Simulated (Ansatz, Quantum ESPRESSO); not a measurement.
# CaO, rock salt type, strained in the (001) plane: the gap on the mesh at a withheld member of a series

**Set-up.** Quantum ESPRESSO 7.5, PBE, GBRV ultrasoft. The cubic cell is relaxed first; each member is held at its strain in the plane while the axis along [001] relaxes. pwcond (ikind = 0) gives the complex bands along [001] at three points across. Fixed occupations. The series steps biaxial strain in the plane.

```
biaxial strain in the plane  gap on the mesh (eV)
                       -4 %                3.5460
                       -3 %                3.5750
                       -2 %                3.6046
                       -1 %                3.6344
                        0 %                3.6647
                        1 %                3.6124
                        2 %                3.5627
                        4 %                3.4729
```

One more run was made and is withheld. What is the gap on the mesh at 3 %?

**Worked estimate.** The rows at 2 % and 4 % give a slope of (3.4729 − (3.5627))/(4 − (2)) = −0.0449, so a straight line gives 3.5178 eV. A parabola through these and the row at 1 % gives 3.5162 eV.

**The withheld run.** 3.5168 eV. The line misses by +0.0010 and the parabola by −0.0006 eV. Both misses are under 5 % of the step from the nearer row.

**Limits.** Atoms keep their symmetric sites, so polar or tilted distortions are left out; semilocal gaps and decay constants are too small; no spin-orbit coupling; three points across.

[Logs are printed without paths, hosts, clocks, repeated set-up lines and the standing remarks that a program may print on its own settings, such as how far it seeks lower states.]
